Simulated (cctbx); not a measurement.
**Reading a Patterson map**

Space group R-3m (no. 166), a = 4.0380 Å, b = 4.0380 Å, c = 49.5230 Å, α = 90.00°, β = 90.00°, γ = 120.00°, content I3 Cu3 Cl12 Na12.

The data are simulated with cctbx, not measured: synchrotron X-rays, λ = 0.6889 Å, to d = 0.75 Å, 95 % of the full sphere, strongest reflection 20000 counts, noise from counting, a 2 % proportional error and a noise floor of 8 counts (s.d.); no absorption.

Patterson synthesis from sharpened amplitudes, origin scaled to 1000:

```text
Patterson group R -3 m :H
      u       v       w   height  length (A)
  0.000   0.000   0.000   1000.0     0.00
  0.000   0.000   0.500    809.1    24.76
  0.000   0.000   0.400    578.4    19.83
  0.000   0.000   0.200    545.4     9.92
  0.000   0.000   0.100    476.5     4.95
  0.000   0.000   0.299    471.6    14.83
  0.102   0.204   0.984     42.3     1.06
  0.004   0.205   0.014     41.4     1.07
  0.050   0.525   0.660     38.1    16.95
  0.005   0.211   0.487     34.9    24.12
  0.125   0.250   0.011     34.9     1.03
  0.000   0.000   0.021     34.2     1.05
  0.027   0.513   0.165     34.1     8.41
  0.078   0.156   0.481     33.8    23.83
```

**Question.** Which atom pairs make the peaks, and where is the heaviest atom?

A peak at u stands for all pairs with xi − xj = u, with weight Σ ZiZj against Σ Z² = 15870 at the origin. Peak heights follow these weights only roughly, since form factors, motion and series ripples differ, all vectors within 0.55 Å of a peak are counted as merged into it though the farther ones add only part of their weight, and F(000) is left out, which lowers the whole map:

| u | v | w | shortest length (Å) | height | 1000 ΣZiZj/ΣZ² | pairs in the cell |
| --- | --- | --- | --- | --- | --- | --- |
| 0.000 | 0.000 | 0.500 | 8.58 | 809 | 864 | 6 × I–Cu, 24 × Cl–Na |
| 0.000 | 0.000 | 0.400 | 4.04 | 578 | 694 | 6 × I–Cl, 9 × Cl–Cl, 6 × Cu–Na, 9 × Na–Na |
| 0.000 | 0.000 | 0.200 | 7.00 | 545 | 694 | 6 × I–Cl, 9 × Cl–Cl, 6 × Cu–Na, 9 × Na–Na |
| 0.000 | 0.000 | 0.100 | 4.95 | 476 | 619 | 6 × I–Na, 18 × Cl–Na, 6 × Cu–Cl |
| 0.000 | 0.000 | 0.299 | 2.89 | 472 | 619 | 6 × I–Na, 18 × Cl–Na, 6 × Cu–Cl |

The table stops at ten peaks or at a height of 45, below which ripples compete. In the model behind the data I, the heaviest element, has 1 independent site: (1/3, 2/3, 1/6), up to an allowed shift of origin. No listed peak is a I–I vector, so the position follows from the cell content and the cross vectors. The whole model:

| atom | mult. | x | y | z | Ueq (Å²) |
| --- | --- | --- | --- | --- | --- |
| I1 | 3 | 1/3 | 2/3 | 1/6 | 0.0082 |
| Cu1 | 3 | 0 | 0 | 0 | 0.0085 |
| Cl1 | 6 | 0 | 0 | 0.0985 | 0.0078 |
| Cl2 | 6 | 2/3 | 1/3 | 0.0333 | 0.0125 |
| Na1 | 6 | 0 | 0 | 0.2030 | 0.0133 |
| Na2 | 6 | 1/3 | 2/3 | 0.2685 | 0.0142 |

This is a model crystal, built by substitution and not relaxed, with assumed displacement parameters.

[Logs are printed without paths, hosts, clocks, repeated set-up lines and the standing remarks that a program may print on its own settings, such as how far it seeks lower states.]
